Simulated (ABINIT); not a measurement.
# Quasiparticle gap of LiCl (Fm-3m) in ABINIT, part 2 of 3

Aim: the G0W0 gap of LiCl (Fm-3m) on PBE, step by step.

ABINIT 10.8.3; PBE and many-body steps on it, plane waves. Known limits of the many-body steps: not at the basis limit; coarse k mesh.

So far. Step 2 (Ground state): The gap is direct, at Γ.

**3. Bands along the symmetry lines**

Level of this step: DFT, PBE, plane waves, norm-conserving pseudopotentials (ABINIT).

The cheap functional maps the bands first; the places of the edges decide which points the dearer methods must see.

The input, run.abi:

```
acell 3*1.0 Angstrom
rprim 
  0.000000000000 2.571500000000 2.571500000000
  2.571500000000 0.000000000000 2.571500000000
  2.571500000000 2.571500000000 -0.000000000000
ntypat 2
znucl 3 17
natom 2
typat 1 2
xred 
  0.000000000000 0.000000000000 0.000000000000
  0.500000000000 0.500000000000 0.500000000000
pp_dirpath "pseudos"
pseudos "Li.upf, Cl.upf"
ecut 33
iscf -2
irdden 1
kptopt 0
nkpt 50
kpt 
  0.00000000 0.00000000 0.00000000
  0.06250000 0.00000000 0.06250000
  0.12500000 0.00000000 0.12500000
  0.18750000 0.00000000 0.18750000
  0.25000000 0.00000000 0.25000000
  0.31250000 0.00000000 0.31250000
  0.37500000 0.00000000 0.37500000
  0.43750000 0.00000000 0.43750000
  0.50000000 0.00000000 0.50000000
  0.51562500 0.03125000 0.51562500
  0.53125000 0.06250000 0.53125000
  0.54687500 0.09375000 0.54687500
  0.56250000 0.12500000 0.56250000
  0.57812500 0.15625000 0.57812500
  0.59375000 0.18750000 0.59375000
  0.60937500 0.21875000 0.60937500
  0.62500000 0.25000000 0.62500000
  0.37500000 0.37500000 0.75000000
  0.32812500 0.32812500 0.65625000
  0.28125000 0.28125000 0.56250000
  0.23437500 0.23437500 0.46875000
  0.18750000 0.18750000 0.37500000
  0.14062500 0.14062500 0.28125000
  0.09375000 0.09375000 0.18750000
  0.04687500 0.04687500 0.09375000
  0.00000000 0.00000000 0.00000000
  0.06250000 0.06250000 0.06250000
  0.12500000 0.12500000 0.12500000
  0.18750000 0.18750000 0.18750000
  0.25000000 0.25000000 0.25000000
  0.31250000 0.31250000 0.31250000
  0.37500000 0.37500000 0.37500000
  0.43750000 0.43750000 0.43750000
  0.50000000 0.50000000 0.50000000
  0.50000000 0.46875000 0.53125000
  0.50000000 0.43750000 0.56250000
  0.50000000 0.40625000 0.59375000
  0.50000000 0.37500000 0.62500000
  0.50000000 0.34375000 0.65625000
  0.50000000 0.31250000 0.68750000
  0.50000000 0.28125000 0.71875000
  0.50000000 0.25000000 0.75000000
  0.50000000 0.21875000 0.71875000
  0.50000000 0.18750000 0.68750000
  0.50000000 0.15625000 0.65625000
  0.50000000 0.12500000 0.62500000
  0.50000000 0.09375000 0.59375000
  0.50000000 0.06250000 0.56250000
  0.50000000 0.03125000 0.53125000
  0.50000000 0.00000000 0.50000000
istwfk *1
nband 12
nbdbuf 2
tolwfr 1e-08
nstep 40
prtwf 0
prtvol 0
indata_prefix "in"
outdata_prefix "out"
tmpdata_prefix "tmp"
```

Run with:

```bash
> OMP_NUM_THREADS=1 mpirun -n 4 abinit run.abi > log
```

Numbers of over 12 decimals in the logs are rounded to 6 here.

The log of the run:

```text
.Version 10.8.3 of ABINIT. v10.8.2 released Aug 2026.

 Symmetries : space group Fm -3 m (#225); Bravais cF (face-center cubic)
[... echo of the input left out ...]
== DATASET  1 ==================================================================
-   mpi_nproc: 4, omp_nthreads: 1 (-1 if OMP is not activated)

--- !DatasetInfo
iteration_state: {dtset: 1, }
dimensions: {natom: 2, nkpt: 50, mband: 12, nsppol: 1, nspinor: 1, nspden: 1, mpw: 2120, }
cutoff_energies: {ecut:  33.0, pawecutdg:  -1.0, }
electrons: {nelect:   1.00000000E+01, charge:   0.00000000E+00, occopt:   1.00000000E+00, tsmear:   1.00000000E-02, }

 Real(R)+Recip(G) space primitive vectors, cartesian coordinates (Bohr,Bohr^-1):
 R(1)=  0.0000000  4.8594307  4.8594307  G(1)= -0.1028927  0.1028927  0.1028927
 R(2)=  4.8594307  0.0000000  4.8594307  G(2)=  0.1028927 -0.1028927  0.1028927
 R(3)=  4.8594307  4.8594307  0.0000000  G(3)=  0.1028927  0.1028927 -0.1028927
 Unit cell volume ucvol=  2.2950185E+02 bohr^3
 Angles (23,13,12)=  6.00000000E+01  6.00000000E+01  6.00000000E+01 degrees

 getcut: wavevector=  0.0000  0.0000  0.0000  ngfft=  36  36  36
         ecut(hartree)=     33.000   => boxcut(ratio)=   2.02572

--- Pseudopotential description ------------------------------------------------
- Li Generated using ONCVPSP code by D. R. Hamann
-  3.00000   3.00000  171031                  znucl, zion, pspdat
12 -101130 1 -1 1944                          pspcod,pspxc,lmax,lloc,mmax
     nproj     2     2     0
  pspatm : epsatm=    2.74360059
         --- l  ekb(1:nproj) -->
             0   -4.951544   -1.544797
             1   -2.250661   -0.474685
 pspatm: atomic psp has been read  and splines computed

- Cl Generated using ONCVPSP code by D. R. Hamann
- 17.00000   7.00000  171031                  znucl, zion, pspdat
12 -101130 2 -1 1028                          pspcod,pspxc,lmax,lloc,mmax
     nproj     2     2     2
  pspatm : epsatm=    9.12776517
         --- l  ekb(1:nproj) -->
             0    8.139296    0.698720
[...]
pspatm: atomic psp has been read  and splines computed

--------------------------------------------------------------------------------

================================================================================
 prteigrs : about to open file out_EIG
 Non-SCF case, kpt    1 (  0.00000  0.00000  0.00000), residuals and eigenvalues=
  7.59E-09  8.36E-09  1.27E-09  2.31E-09  4.16E-09  2.35E-09  2.81E-09  7.13E-09
  5.07E-09  9.38E-09  3.77E-07  7.03E-09
 -1.5911E+00 -4.8424E-01  7.0745E-03  7.0745E-03  7.0745E-03  2.3803E-01
  4.4044E-01  4.4044E-01  4.4044E-01  5.3331E-01  5.3331E-01  5.3967E-01
 Non-SCF case, kpt    2 (  0.06250  0.00000  0.06250), residuals and eigenvalues=
  1.43E-09  9.90E-09  5.66E-09  2.50E-09  6.81E-09  2.65E-09  6.33E-09  5.57E-09
  8.89E-09  2.55E-09  2.54E-04  1.50E-08
 -1.5911E+00 -4.8330E-01  2.4519E-03  5.3341E-03  5.3341E-03  2.4486E-01
[...]
Non-SCF case, kpt    3 (  0.12500  0.00000  0.12500), residuals and eigenvalues=
  5.79E-09  2.21E-09  4.95E-09  1.85E-09  9.78E-09  9.51E-09  8.46E-09  2.46E-09
  4.86E-09  9.08E-09  1.00E-05  6.32E-09
[...]
Non-SCF case, kpt   49 (  0.50000  0.03125  0.53125), residuals and eigenvalues=
[...]
Non-SCF case, kpt   50 (  0.50000  0.00000  0.50000), residuals and eigenvalues=
[...]
-1.5910E+00 -4.5496E-01 -9.7790E-02 -3.2782E-02 -3.2782E-02  2.9430E-01
  3.1055E-01  4.6171E-01  5.2386E-01  5.2386E-01  6.1356E-01  6.6566E-01

--- !ResultsGS
iteration_state: {dtset: 1, }
comment   : Summary of ground state results
lattice_vectors:
- [  0.0000000,   4.8594307,   4.8594307, ]
- [  4.8594307,   0.0000000,   4.8594307, ]
- [  4.8594307,   4.8594307,  -0.0000000, ]
lattice_lengths: [   6.87227,    6.87227,    6.87227, ]
lattice_angles: [ 60.000,  60.000,  60.000, ] # degrees, (23, 13, 12)
lattice_volume:   2.2950185E+02
convergence: {deltae:  0.000E+00, res2:  0.000E+00, residm:  9.936E-09, diffor:  0.000E+00, }
etotal    :  -2.37369020E+01
entropy   :   0.00000000E+00
fermie    :   7.07449410E-03
cartesian_stress_tensor: null
pressure_GPa: null
xred      :
- [  0.0000E+00,   0.0000E+00,   0.0000E+00, Li]
- [  5.0000E-01,   5.0000E-01,   5.0000E-01, Cl]
cartesian_forces: null
force_length_stats: {min: null, max: null, mean: null, }

 Integrated electronic density in atomic spheres:
 ------------------------------------------------
 Atom  Sphere_radius  Integrated_density
[...]
================================================================================

 ----iterations are completed or convergence reached----

 Mean square residual over all n,k,spin=   47.201E-10; max=  99.356E-10
 reduced coordinates (array xred) for    2 atoms
       0.000000000000      0.000000000000      0.000000000000
       0.500000000000      0.500000000000      0.500000000000

 cartesian coordinates (angstrom) at end:
[...]
length scales=  1.889726125908  1.889726125908  1.889726125908 bohr
              =  1.000000000000  1.000000000000  1.000000000000 angstroms
 prteigrs : about to open file out_EIG
 Eigenvalues (hartree) for nkpt=  50  k points:
 kpt#   1, nband= 12, wtk=  1.00000, kpt=  0.0000  0.0000  0.0000 (reduced coord)
[...]
kpt#   2, nband= 12, wtk=  1.00000, kpt=  0.0625  0.0000  0.0625 (reduced coord)
[...]
kpt#   3, nband= 12, wtk=  1.00000, kpt=  0.1250  0.0000  0.1250 (reduced coord)
[...]
kpt#  49, nband= 12, wtk=  1.00000, kpt=  0.5000  0.0313  0.5313 (reduced coord)
  -1.59101   -0.45498   -0.09730   -0.03362   -0.03273    0.29540    0.31216    0.46020
   0.51564    0.52487    0.62135    0.66518
 kpt#  50, nband= 12, wtk=  1.00000, kpt=  0.5000  0.0000  0.5000 (reduced coord)
  -1.59101   -0.45496   -0.09779   -0.03278   -0.03278    0.29430    0.31055    0.46171
   0.52386    0.52386    0.61356    0.66566

== END DATASET(S) ==============================================================
================================================================================

 -outvars: echo values of variables after computation  --------
            nband          12
             nkpt          50
          spgroup         225
 [... the other variables as echoed above ...]

 Calculation completed.
```

The job ended after 14 s (4 MPI ranks of Intel Xeon Platinum 8259CL at 2.50GHz (Skylake/Cascade Lake), shared host; peak memory 0.29 GiB; 53 s of CPU time).

This step gave:

```
gap                        : 6.282 eV
k of the valence top       : 0.0469, 0.0469, 0.0938
k of the conduction bottom : 0, 0, 0
least direct gap           : 6.285 eV
```

The gap is 6.282 eV, −0.002 eV from the run before at this level.

The electronic bands at the labelled points (eV, zero at the top of the highest filled band; v1 is the highest filled band, c1 the lowest empty one):

```tsv
point	v4	v3	v2	v1	c1	c2	c3	c4
Γ	-13.37	0.00	0.00	0.00	6.28	11.79	11.79	11.79
halfway	-13.01	-1.49	-0.58	-0.58	8.48	9.49	9.68	12.42
X	-12.57	-2.86	-1.09	-1.09	7.81	8.26	12.37	14.06
halfway	-12.58	-2.75	-1.31	-1.01	7.94	8.69	12.06	13.04
U	-12.60	-2.45	-1.76	-0.82	8.04	9.86	11.37	11.65
jump to K	-12.60	-2.45	-1.76	-0.82	8.04	9.86	11.37	11.65
halfway	-13.00	-1.69	-0.85	-0.09	7.91	10.03	10.29	10.78
Γ	-13.37	0.00	0.00	0.00	6.28	11.79	11.79	11.79
halfway	-13.11	-1.56	-0.14	-0.14	7.18	10.60	10.60	10.89
L	-12.81	-2.78	-0.25	-0.25	6.74	9.43	9.43	12.89
halfway	-12.70	-2.51	-1.29	-0.57	8.17	9.25	10.46	11.65
W	-12.58	-2.09	-2.09	-1.05	9.46	10.08	10.36	10.36
halfway	-12.58	-2.65	-1.42	-1.07	8.29	8.90	11.76	12.07
X	-12.57	-2.86	-1.09	-1.09	7.81	8.26	12.37	14.06
```

The electronic bands as a text plot (rows in eV, shown from -8.0 to 11.9 only):

```
   11.5 |++++     +      ++      +++++++++++ ++       ++    ++
   10.6 |  +++             ++++++++++    ++++         +++++++
    9.8 |    +++++       ++   +++            +++++++++   ++++
    9.0 |       ++     ++                           +++++  ++++
    8.2 |     +++++++++++++++++++                     +      ++++
    7.3 |  +++                   ++++      +++++    ++
    6.5 |++                          ++++++     ++++
    5.7 |
    4.8 |
    4.0 |
    3.2 |
    2.4 |
    1.5 |
    0.7 |
   -0.1 |*****              **************************
   -1.0 |    ***************  *******      *        *************
   -1.8 |     ****      *********           ***        *******
   -2.6 |         *********                    **********  ******
   -3.4 |
   -4.3 |
   -5.1 |
   -5.9 |
   -6.8 |
   -7.6 |
         Γ           X  U|K            Γ         L        W     X
```

**4. Empty states on the mesh, 4×4×4 mesh, 264 bands**

The sums over transitions need many empty states on a uniform mesh; this step solves for them.

The input, run.abi:

```
acell 3*1.0 Angstrom
rprim 
  0.000000000000 2.571500000000 2.571500000000
  2.571500000000 0.000000000000 2.571500000000
  2.571500000000 2.571500000000 -0.000000000000
ntypat 2
znucl 3 17
natom 2
typat 1 2
xred 
  0.000000000000 0.000000000000 0.000000000000
  0.500000000000 0.500000000000 0.500000000000
pp_dirpath "pseudos"
pseudos "Li.upf, Cl.upf"
ecut 33
ngkpt 4 4 4
nshiftk 1
shiftk 0 0 0
kptopt 1
chksymbreak 0
irdden 1
istwfk *1
nband 264
prtvol 0
optdriver 6
gwr_task "HDIAGO"
paral_kgb 0
occopt 1
indata_prefix "in"
outdata_prefix "out"
tmpdata_prefix "tmp"
```

The log of the run:

```text
[banner, memory and clock lines left out]
.Version 10.8.3 of ABINIT. v10.8.2 released Aug 2026.

 Symmetries : space group Fm -3 m (#225); Bravais cF (face-center cubic)
[... echo of the input left out ...]
== DATASET  1 ==================================================================
-   mpi_nproc: 4, omp_nthreads: 1 (-1 if OMP is not activated)

--- !DatasetInfo
iteration_state: {dtset: 1, }
dimensions: {natom: 2, nkpt: 8, mband: 264, nsppol: 1, nspinor: 1, nspden: 1, mpw: 2120, }
cutoff_energies: {ecut:  33.0, pawecutdg:  -1.0, }
electrons: {nelect:   1.00000000E+01, charge:   0.00000000E+00, occopt:   1.00000000E+00, tsmear:   1.00000000E-02, }

.Using double precision arithmetic; gwpc =  8

- Reading GS density from: in_DEN

--- Pseudopotential description ------------------------------------------------
- Li Generated using ONCVPSP code by D. R. Hamann
-  3.00000   3.00000  171031                  znucl, zion, pspdat
12 -101130 1 -1 1944                          pspcod,pspxc,lmax,lloc,mmax
     nproj     2     2     0
  pspatm : epsatm=    2.74360059
         --- l  ekb(1:nproj) -->
             0   -4.951544   -1.544797
             1   -2.250661   -0.474685
 pspatm: atomic psp has been read  and splines computed

- Cl Generated using ONCVPSP code by D. R. Hamann
- 17.00000   7.00000  171031                  znucl, zion, pspdat
12 -101130 2 -1 1028                          pspcod,pspxc,lmax,lloc,mmax
     nproj     2     2     2
  pspatm : epsatm=    9.12776517
         --- l  ekb(1:nproj) -->
             0    8.139296    0.698720
             1    3.821713    1.107519
             2   -2.938609   -0.805455
 pspatm: atomic psp has been read  and splines computed

   1.18713658E+02                                ecore*ucvol(ha*bohr**3)

 Total charge density [el/Bohr^3]
)     Maximum=    2.7819E+00  at reduced coord.    0.0000    0.0000    0.0000
)     Minimum=    3.4706E-03  at reduced coord.    0.2500    0.2500    0.2500
   Integrated=    1.0000E+01

 === KS gaps after direct diagonalization ===
 Direct band gap semiconductor
 Fundamental gap:     6.285 (eV)
   VBM:     0.193 (eV) at k: [ 0.0000E+00,  0.0000E+00,  0.0000E+00]
   CBM:     6.477 (eV) at k: [ 0.0000E+00,  0.0000E+00,  0.0000E+00]
 Direct gap:         6.285 (eV) at k: [ 0.0000E+00,  0.0000E+00,  0.0000E+00]

== END DATASET(S) ==============================================================

 -outvars: echo values of variables after computation  --------
           etotal      0.0000000000E+00
            nband         264
             nkpt           8
          spgroup         225
 [... the other variables as echoed above ...]

 Calculation completed.
```

Wall time 28 s (4 MPI ranks); peak memory 1.2 GiB; 1.8 min of CPU time.

Numbers from this step:

```yaml
gap: 6.285 eV
k_of_the_valence_top: 0, 0, 0
k_of_the_conduction_bottom: 0, 0, 0
least_direct_gap: 6.285 eV
k_points_computed: 8
lowest_point_of_the_top_converged_band_above_the_valence_top: 200.1605 eV
```

On this mesh the gap is 6.285 eV.

**5. Screening, 4×4×4 mesh, 256 bands, screening to 261.2 eV**

The RPA dielectric matrix is built and inverted for each q.

This step: RPA screening on PBE, plane waves, norm-conserving pseudopotentials.

Changes to run.abi since step 4:

```diff
@@ -20,10 +20,11 @@
 chksymbreak 0
-irdden 1
 istwfk *1
-nband 264
-prtvol 0
-optdriver 6
-gwr_task "HDIAGO"
-paral_kgb 0
 occopt 1
+irdwfk 1
+optdriver 3
+nband 256
+ecuteps 9.6
+inclvkb 2
+awtr 1
+symchi 1
 indata_prefix "in"
```

The log of the run:

```text
.Version 10.8.3 of ABINIT. v10.8.2 released Aug 2026.

 Symmetries : space group Fm -3 m (#225); Bravais cF (face-center cubic)
[... echo of the input left out ...]
== DATASET  1 ==================================================================
-   mpi_nproc: 4, omp_nthreads: 1 (-1 if OMP is not activated)

--- !DatasetInfo
iteration_state: {dtset: 1, }
dimensions: {natom: 2, nkpt: 8, mband: 256, nsppol: 1, nspinor: 1, nspden: 1, mpw: 2120, }
cutoff_energies: {ecut:  33.0, pawecutdg:  -1.0, }
electrons: {nelect:   1.00000000E+01, charge:   0.00000000E+00, occopt:   1.00000000E+00, tsmear:   1.00000000E-02, }

 SCREENING: Calculation of the susceptibility and dielectric matrices

 Based on a program developped by R.W. Godby, V. Olevano, G. Onida, and L. Reining.
 Incorporated in ABINIT by V. Olevano, G.-M. Rignanese, and M. Torrent.
.Using double precision arithmetic ; gwpc =  8

[... cell and pseudopotentials left out ...]
--------------------------------------------------------------------------------

 ==== K-mesh for the wavefunctions ====
 Number of points in the irreducible wedge :     8
[... list of points left out ...]
 Together with 48 symmetry operations and time-reversal symmetry
 yields    64 points in the full Brillouin Zone.

 ==== Q-mesh for the screening function ====
 Number of points in the irreducible wedge :     8
[... list of points left out ...]
 Together with 48 symmetry operations and time-reversal symmetry
 yields    64 points in the full Brillouin Zone.

 setmesh: FFT mesh size selected  =    27x   27x   27
          total number of points  =        19683

 vcoul_init : cutoff-mode = AUXILIARY_FUNCTION
 q-points for optical limit:   1
     1)      0.000010    0.000020    0.000030

- screening: taking advantage of time-reversal symmetry
- Maximum band index for partially occupied states nbvw = 5
- Remaining bands to be divided among processors   nbcw = 251
- Number of bands treated by each node ~62

 Number of electrons calculated from density =   10.0000; Expected =   10.0000
 average of density, n =  0.043573
 r_s =    1.7629
 omega_plasma =   20.1355 [eV]

 calculating chi0 at frequencies [eV] :
  1    0.000000E+00    0.000000E+00
  2    0.000000E+00    2.013550E+01

--------------------------------------------------------------------------------
  q-point number  1        q = ( 0.000000, 0.000000, 0.000000) [r.l.u.]
--------------------------------------------------------------------------------
[... chi0 elements left out ...]
 For q-point:  0.000010 0.000020 0.000030
  dielectric constant =   2.8368
  dielectric constant without local fields =   3.3398

  Average fulfillment of the sum rule on Im[epsilon] for q-point    1 :     91.76  [%]
[... wings left out ...]
  q-point number  2        q = ( 0.250000, 0.000000, 0.000000) [r.l.u.]
--------------------------------------------------------------------------------
[... chi0 elements left out ...]
  Average fulfillment of the sum rule on Im[epsilon] for q-point    2 :     93.43  [%]

 [... 6 further q-points ...]
```

It took 87 s on 4 MPI ranks; peak memory 1.1 GiB.

Numbers from this step:

* ε∞ with local fields, on this mesh, along the program's q direction: 2.837
* the same without local fields: 3.340
* plasma frequency: 20.14 eV
* plane waves in the screening matrix: 331

Local fields lower ε∞ by 15 %. On a Γ-centred mesh this coarse the value itself is usually too large, while a short band sum pulls it down.

(Part 2 of 3 ends here.)

[Paths, hosts, dates, memory and timing lines, banners, echoed tables and standing remarks are left out of the program output.]

[Logs are printed without paths, hosts, clocks, repeated set-up lines and the standing remarks that a program may print on its own settings, such as how far it seeks lower states.]

[Runs of the session that timed out or met a known fault of the program may be left out.]

[Hosts, paths, dates, database ids (printed as entryN), source tags and the programs' standing remarks are cut or masked in the printed files.]

[G0W0 gaps are taken among the corrected bands and points alone; a level outside them can change the order at an edge.]

[Where Ansatz stands beside ABINIT at settings called matched, ABINIT's density can come from a denser mesh and the files from another edition; pairs whose starting gaps differed by over 0.03 eV were left out, so agreement reads better than it is.]
